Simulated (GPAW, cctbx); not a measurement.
# LiCu5: what bonding does to one electron reflection, worked out

LiCu5, P6/mmm (no. 191), a = 4.8610 Å, b = 4.8610 Å, c = 4.1123 Å, α = 90.00°, β = 90.00°, γ = 120.00°.

| atom | mult. | x | y | z |
| --- | --- | --- | --- | --- |
| Cu1 | 2 | 2/3 | 1/3 | 0 |
| Cu2 | 3 | 0 | 1/2 | 1/2 |
| Li1 | 1 | 0 | 0 | 0 |

The start was made by putting kin elements into a known structure type; the compound need not exist, or be stable, in this form.

A DFT run (GPAW, PBE, 550 eV, 6×6×6 k-points, Fermi–Dirac width 0.1 eV) gives the static X-ray structure factor of 001 as 24.148 e for the conventional cell; superposed free atoms give 24.255 e. **Problem.** Find the Fourier component V of the crystal potential and the two-beam extinction distance at 200 kV in both cases.

### 1. Geometry

The cell volume is Ω = 84.15 Å³ and d(001) = 4.1123 Å, so g = 1/d = 0.2432 Å⁻¹.

### 2. The nuclei

Electrons feel nuclei as well as electrons, so the nuclear charges are summed with the same phases.

Phase sums Σ exp(2πi h·x), turned so that the total is real and positive: Cu +1.000, Li -1.000. Then F_Z = 29 × (+1.000) + 3 × (-1.000) = 26.00 e. The electron term has the same sign for this reflection.

### 3. Mott–Bethe

Poisson's equation, term by term, gives V = (e/4πε₀)(F_Z − F)/(πΩg²), with e/4πε₀ = 14.3996 V Å.

The prefactor is 14.3996 × 4.1123²/(π × 84.15) = 0.92110 V per electron. Free atoms: (26.00 − 24.255) × 0.92110 = 1.607 V. Crystal: (26.00 − 24.148) × 0.92110 = 1.706 V. F changes by -0.44 % and V by +6.1 %: the same 0.11 e is measured against F_Z − F = 1.7 e in place of F = 24.3 e.

### 4. Extinction distance

In the two-beam case ξ = 1/(λU) with U = 2γm₀eV/h², that is ξ = 150.41 V Å²/(γλV).

At 200 kV, λ = 0.02508 Å and γ = 1.3914. Free atoms: ξ = 2682 Å. Crystal: ξ = 2527 Å. The thickness fringes go as sin²(πt/ξ), so the two patterns slip by a quarter of a period when t|1/ξ₁ − 1/ξ₀| = 1/4, at t ≈ 1093 nm, thicker than usual samples. Thermal motion, absorption and many-beam coupling, left out here, change a real pattern.

### 5. Answer

V(001) is 1.71 V against 1.61 V, and ξ is 2527 against 2682 Å. Limits: static atoms, two beams.
